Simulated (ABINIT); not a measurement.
# RbCaH3 (Pm-3m): G0W0 in ABINIT against the screening cutoff in the self-energy

How does the gap of RbCaH3 (Pm-3m) converge in the screening cutoff in the self-energy?

Main program and level: ABINIT 10.8.3; LDA and many-body steps on it, plane waves.

## 1. The starting structure

Symmetry: Pm-3m, No. 221, cubic system. The conventional cell has a = 4.547 Å, b = 4.547 Å, c = 4.547 Å, α = 90.00°, β = 90.00°, γ = 90.00°. Nearest to Rb lie 12 H at 3.22 Å. Nearest to Ca lie 6 H at 2.27 Å. Nearest to H lie 2 Ca at 2.27 Å and 8 H at 3.22 Å and 4 Rb at 3.22 Å. Farther neighbours are not listed.

The cell and positions come from the Crystallography Open Database and are kept as given unless a step says otherwise.

## 2. Screening, 2×2×2 mesh, 163 bands, screening to 176.9 eV

This step: ABINIT 10.8.3; RPA screening on LDA, plane waves, norm-conserving pseudopotentials.

The RPA dielectric matrix is built and inverted for each q.

File run.abi:

```
acell 3*1.0 Angstrom
rprim 
  4.547000000000 0.000000000000 0.000000000000
  0.000000000000 4.547000000000 0.000000000000
  0.000000000000 0.000000000000 4.547000000000
ntypat 3
znucl 37 20 1
natom 5
typat 1 2 3 3 3
xred 
  0.000000000000 0.000000000000 0.000000000000
  0.500000000000 0.500000000000 0.500000000000
  0.000000000000 0.500000000000 0.500000000000
  0.500000000000 0.000000000000 0.500000000000
  0.500000000000 0.500000000000 0.000000000000
pp_dirpath "pseudos"
pseudos "Rb.upf, Ca.upf, H.upf"
ecut 31
ngkpt 2 2 2
nshiftk 1
shiftk 0 0 0
kptopt 1
chksymbreak 0
istwfk *1
occopt 1
irdwfk 1
optdriver 3
nband 163
ecuteps 6.5
inclvkb 2
awtr 1
symchi 1
indata_prefix "in"
outdata_prefix "out"
tmpdata_prefix "tmp"
```

Started as:

```bash
> OMP_NUM_THREADS=1 mpirun -n 4 abinit run.abi > log
```

The program printed:

```text
.Version 10.8.3 of ABINIT. v10.8.2 released Aug 2026.

 Symmetries : space group Pm -3 m (#221); Bravais cP (primitive cubic)
[... echo of the input left out ...]
== DATASET  1 ==================================================================
-   mpi_nproc: 4, omp_nthreads: 1 (-1 if OMP is not activated)

--- !DatasetInfo
iteration_state: {dtset: 1, }
dimensions: {natom: 5, nkpt: 4, mband: 163, nsppol: 1, nspinor: 1, nspden: 1, mpw: 5248, }
cutoff_energies: {ecut:  31.0, pawecutdg:  -1.0, }
electrons: {nelect:   2.20000000E+01, charge:   0.00000000E+00, occopt:   1.00000000E+00, tsmear:   1.00000000E-02, }

 SCREENING: Calculation of the susceptibility and dielectric matrices

 Based on a program developped by R.W. Godby, V. Olevano, G. Onida, and L. Reining.
 Incorporated in ABINIT by V. Olevano, G.-M. Rignanese, and M. Torrent.
.Using double precision arithmetic ; gwpc =  8

[... cell and pseudopotentials left out ...]
--------------------------------------------------------------------------------

 ==== K-mesh for the wavefunctions ====
 Number of points in the irreducible wedge :     4
[... list of points left out ...]
 Together with 48 symmetry operations and time-reversal symmetry
 yields     8 points in the full Brillouin Zone.

 ==== Q-mesh for the screening function ====
 Number of points in the irreducible wedge :     4
[... list of points left out ...]
 Together with 48 symmetry operations and time-reversal symmetry
 yields     8 points in the full Brillouin Zone.

 setmesh: FFT mesh size selected  =    32x   32x   32
          total number of points  =        32768

 vcoul_init : cutoff-mode = AUXILIARY_FUNCTION
 q-points for optical limit:   1
     1)      0.000010    0.000020    0.000030

- screening: taking advantage of time-reversal symmetry
- Maximum band index for partially occupied states nbvw = 11
- Remaining bands to be divided among processors   nbcw = 152
- Number of bands treated by each node ~38

 Number of electrons calculated from density =   22.0000; Expected =   22.0000
 average of density, n =  0.034678
 r_s =    1.9023
 omega_plasma =   17.9631 [eV]

 calculating chi0 at frequencies [eV] :
  1    0.000000E+00    0.000000E+00
  2    0.000000E+00    1.796310E+01

--------------------------------------------------------------------------------
  q-point number  1        q = ( 0.000000, 0.000000, 0.000000) [r.l.u.]
--------------------------------------------------------------------------------
[... chi0 elements left out ...]
 For q-point:  0.000010 0.000020 0.000030
  dielectric constant =   3.8087
  dielectric constant without local fields =   4.2920

  Average fulfillment of the sum rule on Im[epsilon] for q-point    1 :     79.25  [%]
[... wings left out ...]
  q-point number  2        q = ( 0.500000, 0.000000, 0.000000) [r.l.u.]
--------------------------------------------------------------------------------
[... chi0 elements left out ...]
  Average fulfillment of the sum rule on Im[epsilon] for q-point    2 :     82.98  [%]

 [... 2 further q-points ...]
```

The job ended after 15 s (4 MPI ranks of Arm Neoverse V1, shared host; peak memory 0.92 GiB; 61 s of CPU time).

This step gave:

```
ε∞ with local fields, on this mesh, along the program's q direction : 3.809
the same without local fields                                       : 4.292
plasma frequency                                                    : 17.96 eV
plane waves in the screening matrix                                 : 485
```

Local fields lower ε∞ by 11 %. On a Γ-centred mesh this coarse the value itself is usually too large, while a short band sum pulls it down.

## 3. 0.7 Ha

This step: G0W0 on LDA, plane waves, norm-conserving pseudopotentials.

run.abi, as its differences from that of step 2:

```diff
@@ -26,8 +26,17 @@
 irdwfk 1
-optdriver 3
+optdriver 4
 nband 163
-ecuteps 6.5
-inclvkb 2
-awtr 1
-symchi 1
+gwcalctyp 0
+ecutsigx 31
+symsigma 1
+nkptgw 2
+kptgw 
+  0.5000000000 0.5000000000 0.0000000000
+  0.0000000000 0.0000000000 0.0000000000
+bdgw 
+  10 14
+  10 14
+ecuteps 0.7
+irdscr 1
+ppmodel 1
 indata_prefix "in"
```

The program printed:

```text
.Version 10.8.3 of ABINIT. v10.8.2 released Aug 2026.

 Symmetries : space group Pm -3 m (#221); Bravais cP (primitive cubic)
[... echo of the input left out ...]
== DATASET  1 ==================================================================
-   mpi_nproc: 4, omp_nthreads: 1 (-1 if OMP is not activated)

--- !DatasetInfo
iteration_state: {dtset: 1, }
dimensions: {natom: 5, nkpt: 4, mband: 163, nsppol: 1, nspinor: 1, nspden: 1, mpw: 5248, }
cutoff_energies: {ecut:  31.0, pawecutdg:  -1.0, }
electrons: {nelect:   2.20000000E+01, charge:   0.00000000E+00, occopt:   1.00000000E+00, tsmear:   1.00000000E-02, }

 SIGMA: Calculation of the GW corrections

 Based on a program developped by R.W. Godby, V. Olevano, G. Onida, and L. Reining.
 Incorporated in ABINIT by V. Olevano, G.-M. Rignanese, and M. Torrent.
.Using double precision arithmetic ; gwpc =  8

[... cell and pseudopotentials left out ...]
--------------------------------------------------------------------------------

 ==== K-mesh for the wavefunctions ====
 Number of points in the irreducible wedge :     4
[... list of points left out ...]
 Together with 48 symmetry operations and time-reversal symmetry
 yields     8 points in the full Brillouin Zone.

 ==== Q-mesh for screening function ====
 Number of points in the irreducible wedge :     4
[... list of points left out ...]
 Together with 48 symmetry operations and time-reversal symmetry
 yields     8 points in the full Brillouin Zone.

 vcoul_init : cutoff-mode = AUXILIARY_FUNCTION
 q-points for optical limit:   1
     1)      0.000010    0.000020    0.000030
 setmesh: FFT mesh size selected  =    45x   45x   45
          total number of points  =        91125

 Number of electrons calculated from density =   22.0000; Expected =   22.0000
 average of density, n =  0.034678
 r_s =    1.9023
 omega_plasma =   17.9631 [eV]

 === KS Band Gaps ===
  >>>> For spin  1
   Minimum direct gap =   2.9320 [eV], located at k-point      :   0.5000  0.5000  0.0000
   Fundamental gap    =   2.9320 [eV], Top of valence bands at :   0.5000  0.5000  0.0000
                                       Bottom of conduction at :   0.5000  0.5000  0.0000
 SIGMA fundamental parameters:
 PLASMON POLE MODEL  1
 number of plane-waves for SigmaX                 5185
 number of plane-waves for SigmaC and W             19
 number of plane-waves for wavefunctions          5185
 number of bands                                   163
 number of independent spin polarizations            1
 number of spinorial components                      1
 number of k-points in IBZ                           4
 number of q-points in IBZ                           4
 number of symmetry operations                      48
 number of k-points in BZ                            8
 number of q-points in BZ                            8
 number of frequencies for dSigma/dE                 9
 frequency step for dSigma/dE [eV]                0.25
 number of omega for Sigma on real axis              0
 max omega for Sigma on real axis  [eV]           0.00
 zcut for avoiding poles [eV]                     0.10

 EPSILON^-1 parameters (SCR file):
 dimension of the eps^-1 matrix on file            485
 dimension of the eps^-1 matrix used                19
 number of plane-waves for wavefunctions          5185
 number of bands                                   163
 number of q-points in IBZ                           4
 number of frequencies                               2
 number of real frequencies                          1
 number of imag frequencies                          1

 matrix elements of self-energy operator (all in [eV])

 Perturbative Calculation

--- !SelfEnergy_ee
iteration_state: {dtset: 1, }
kpoint     : [   0.500,    0.500,    0.000, ]
spin       : 1
KS_gap     :    2.932
QP_gap     :    5.373
Delta_QP_KS:    2.441
data: !SigmaeeData |
     Band     E0 <VxcDFT>   SigX SigC(E0)      Z dSigC/dE  Sig(E)    E-E0       E
       10  -0.178 -10.559 -14.030   2.187   0.813  -0.230 -11.603  -1.044  -1.222
       11  -0.178 -10.559 -14.030   2.187   0.813  -0.230 -11.603  -1.044  -1.222
       12   2.754  -8.603  -3.729  -3.188   0.829  -0.207  -7.206   1.397   4.152
       13   4.654 -11.039  -4.859  -3.589   0.814  -0.228  -8.930   2.109   6.763
       14   4.654 -11.039  -4.859  -3.589   0.814  -0.228  -8.930   2.109   6.763

--- !SelfEnergy_ee
iteration_state: {dtset: 1, }
kpoint     : [   0.000,    0.000,    0.000, ]
spin       : 1
KS_gap     :    6.262
QP_gap     :    9.700
Delta_QP_KS:    3.438
data: !SigmaeeData |
     Band     E0 <VxcDFT>   SigX SigC(E0)      Z dSigC/dE  Sig(E)    E-E0       E
       10  -0.543 -10.628 -13.684   2.081   0.810  -0.234 -11.418  -0.791  -1.334
       11  -0.543 -10.628 -13.684   2.081   0.810  -0.234 -11.418  -0.791  -1.334
       12   5.719 -13.158  -5.920  -3.918   0.797  -0.254 -10.510   2.647   8.366
       13   5.719 -13.158  -5.920  -3.918   0.797  -0.254 -10.510   2.647   8.366
       14   5.719 -13.158  -5.920  -3.918   0.797  -0.254 -10.510   2.647   8.366

== END DATASET(S) ==============================================================
================================================================================

 -outvars: echo values of variables after computation  --------
           etotal      0.0000000000E+00
            nband         163
             nkpt           4
          spgroup         221
 [... the other variables as echoed above ...]

 Calculation completed.
```

It took 3.9 s on 4 MPI ranks; peak memory 0.56 GiB; 15 s of CPU time.

Numbers from this step:

```
G0W0 gap on the points computed              : 5.374 eV
starting gap on the mesh                     : 2.932 eV
k of the valence top                         : 0.5, 0.5, 0
k of the conduction bottom                   : 0.5, 0.5, 0
Z at the valence top                         : 0.813
Z at the conduction bottom                   : 0.829
least direct G0W0 gap on the computed points : 5.374 eV
```

## 4. 1.3 Ha

run.abi, as its differences from that of step 3:

```diff
@@ -38,3 +38,3 @@
   10 14
-ecuteps 0.7
+ecuteps 1.3
 irdscr 1
```

The program printed:

```text
.Version 10.8.3 of ABINIT. v10.8.2 released Aug 2026.

 Symmetries : space group Pm -3 m (#221); Bravais cP (primitive cubic)
[... echo of the input left out ...]
== DATASET  1 ==================================================================
-   mpi_nproc: 4, omp_nthreads: 1 (-1 if OMP is not activated)

--- !DatasetInfo
iteration_state: {dtset: 1, }
dimensions: {natom: 5, nkpt: 4, mband: 163, nsppol: 1, nspinor: 1, nspden: 1, mpw: 5248, }
cutoff_energies: {ecut:  31.0, pawecutdg:  -1.0, }
electrons: {nelect:   2.20000000E+01, charge:   0.00000000E+00, occopt:   1.00000000E+00, tsmear:   1.00000000E-02, }

 SIGMA: Calculation of the GW corrections

 Based on a program developped by R.W. Godby, V. Olevano, G. Onida, and L. Reining.
 Incorporated in ABINIT by V. Olevano, G.-M. Rignanese, and M. Torrent.
.Using double precision arithmetic ; gwpc =  8

[... cell and pseudopotentials left out ...]
--------------------------------------------------------------------------------

 ==== K-mesh for the wavefunctions ====
 Number of points in the irreducible wedge :     4
[... list of points left out ...]
 Together with 48 symmetry operations and time-reversal symmetry
 yields     8 points in the full Brillouin Zone.

 ==== Q-mesh for screening function ====
 Number of points in the irreducible wedge :     4
[... list of points left out ...]
 Together with 48 symmetry operations and time-reversal symmetry
 yields     8 points in the full Brillouin Zone.

 vcoul_init : cutoff-mode = AUXILIARY_FUNCTION
 q-points for optical limit:   1
     1)      0.000010    0.000020    0.000030
 setmesh: FFT mesh size selected  =    45x   45x   45
          total number of points  =        91125

 Number of electrons calculated from density =   22.0000; Expected =   22.0000
[...]
number of omega for Sigma on real axis              0
 max omega for Sigma on real axis  [eV]           0.00
 zcut for avoiding poles [eV]                     0.10

 EPSILON^-1 parameters (SCR file):
 dimension of the eps^-1 matrix on file            485
 dimension of the eps^-1 matrix used                33
 number of plane-waves for wavefunctions          5185
 number of bands                                   163
 number of q-points in IBZ                           4
 number of frequencies                               2
 number of real frequencies                          1
 number of imag frequencies                          1

 matrix elements of self-energy operator (all in [eV])

 Perturbative Calculation

--- !SelfEnergy_ee
iteration_state: {dtset: 1, }
kpoint     : [   0.500,    0.500,    0.000, ]
spin       : 1
KS_gap     :    2.932
QP_gap     :    5.291
Delta_QP_KS:    2.359
data: !SigmaeeData |
     Band     E0 <VxcDFT>   SigX SigC(E0)      Z dSigC/dE  Sig(E)    E-E0       E
       10  -0.178 -10.559 -14.030   2.082   0.803  -0.246 -11.674  -1.115  -1.292
       11  -0.178 -10.559 -14.030   2.082   0.803  -0.246 -11.674  -1.115  -1.292
       12   2.754  -8.603  -3.729  -3.363   0.823  -0.215  -7.359   1.244   3.999
[...]
--- !SelfEnergy_ee
iteration_state: {dtset: 1, }
kpoint     : [   0.000,    0.000,    0.000, ]
spin       : 1
KS_gap     :    6.262
QP_gap     :    9.526
Delta_QP_KS:    3.264
data: !SigmaeeData |
     Band     E0 <VxcDFT>   SigX SigC(E0)      Z dSigC/dE  Sig(E)    E-E0       E
[...]
13   5.719 -13.158  -5.920  -4.196   0.787  -0.271 -10.766   2.392   8.111
       14   5.719 -13.158  -5.920  -4.196   0.787  -0.271 -10.766   2.392   8.111

== END DATASET(S) ==============================================================
================================================================================

 -outvars: echo values of variables after computation  --------
           etotal      0.0000000000E+00
            nband         163
             nkpt           4
          spgroup         221
 [... the other variables as echoed above ...]

 Calculation completed.
```

Elapsed: 3.9 s, on 4 MPI ranks; peak memory 0.55 GiB; 15 s of CPU time.

Numbers from this step:

```yaml
g0w0_gap_on_the_points_computed: 5.291 eV
starting_gap_on_the_mesh: 2.932 eV
k_of_the_valence_top: 0.5, 0.5, 0
k_of_the_conduction_bottom: 0.5, 0.5, 0
z_at_the_valence_top: 0.803
z_at_the_conduction_bottom: 0.823
least_direct_g0w0_gap_on_the_computed_points: 5.291 eV
```

## 5. 2.3 Ha

The self-energy is evaluated for the states that the input lists, and the levels follow from it, in one-shot runs by the linearised quasiparticle equation.

run.abi, as its differences from that of step 4:

```diff
@@ -38,3 +38,3 @@
   10 14
-ecuteps 1.3
+ecuteps 2.3
 irdscr 1
```

The program printed:

```text
.Version 10.8.3 of ABINIT. v10.8.2 released Aug 2026.

 Symmetries : space group Pm -3 m (#221); Bravais cP (primitive cubic)
[... echo of the input left out ...]
== DATASET  1 ==================================================================
-   mpi_nproc: 4, omp_nthreads: 1 (-1 if OMP is not activated)

--- !DatasetInfo
iteration_state: {dtset: 1, }
dimensions: {natom: 5, nkpt: 4, mband: 163, nsppol: 1, nspinor: 1, nspden: 1, mpw: 5248, }
cutoff_energies: {ecut:  31.0, pawecutdg:  -1.0, }
[...]
Band     E0 <VxcDFT>   SigX SigC(E0)      Z dSigC/dE  Sig(E)    E-E0       E
[...]
13   5.719 -13.158  -5.920  -4.406   0.780  -0.282 -10.949   2.209   7.928
       14   5.719 -13.158  -5.920  -4.406   0.780  -0.282 -10.949   2.209   7.928

== END DATASET(S) ==============================================================
================================================================================

 -outvars: echo values of variables after computation  --------
           etotal      0.0000000000E+00
            nband         163
             nkpt           4
          spgroup         221
 [... the other variables as echoed above ...]

 Calculation completed.
```

It took 4.8 s on 4 MPI ranks; peak memory 0.56 GiB.

This step gave:

- G0W0 gap on the points computed: 5.283 eV
- starting gap on the mesh: 2.932 eV
- k of the valence top: 0.5, 0.5, 0
- k of the conduction bottom: 0.5, 0.5, 0
- least direct G0W0 gap on the computed points: 5.283 eV

The gap on the mesh goes from 2.93 eV to 5.28 eV, a correction of +2.35 eV.

(Continued in part 2 of 2.)

[Paths, hosts, dates, memory and timing lines, banners, echoed tables and standing remarks are left out of the program output.]

[Logs are printed without paths, hosts, clocks, repeated set-up lines and the standing remarks that a program may print on its own settings, such as how far it seeks lower states.]

[Runs of the session that timed out or met a known fault of the program may be left out.]

[No measured gap is set beside runs whose start may be inverted or whose files or cutoffs have a known fault.]

[Hosts, paths, dates, database ids (printed as entryN), source tags and the programs' standing remarks are cut or masked in the printed files.]

[G0W0 gaps are taken among the corrected bands and points alone; a level outside them can change the order at an edge.]

[Where Ansatz stands beside ABINIT at settings called matched, ABINIT's density can come from a denser mesh and the files from another edition; pairs whose starting gaps differed by over 0.03 eV were left out, so agreement reads better than it is.]
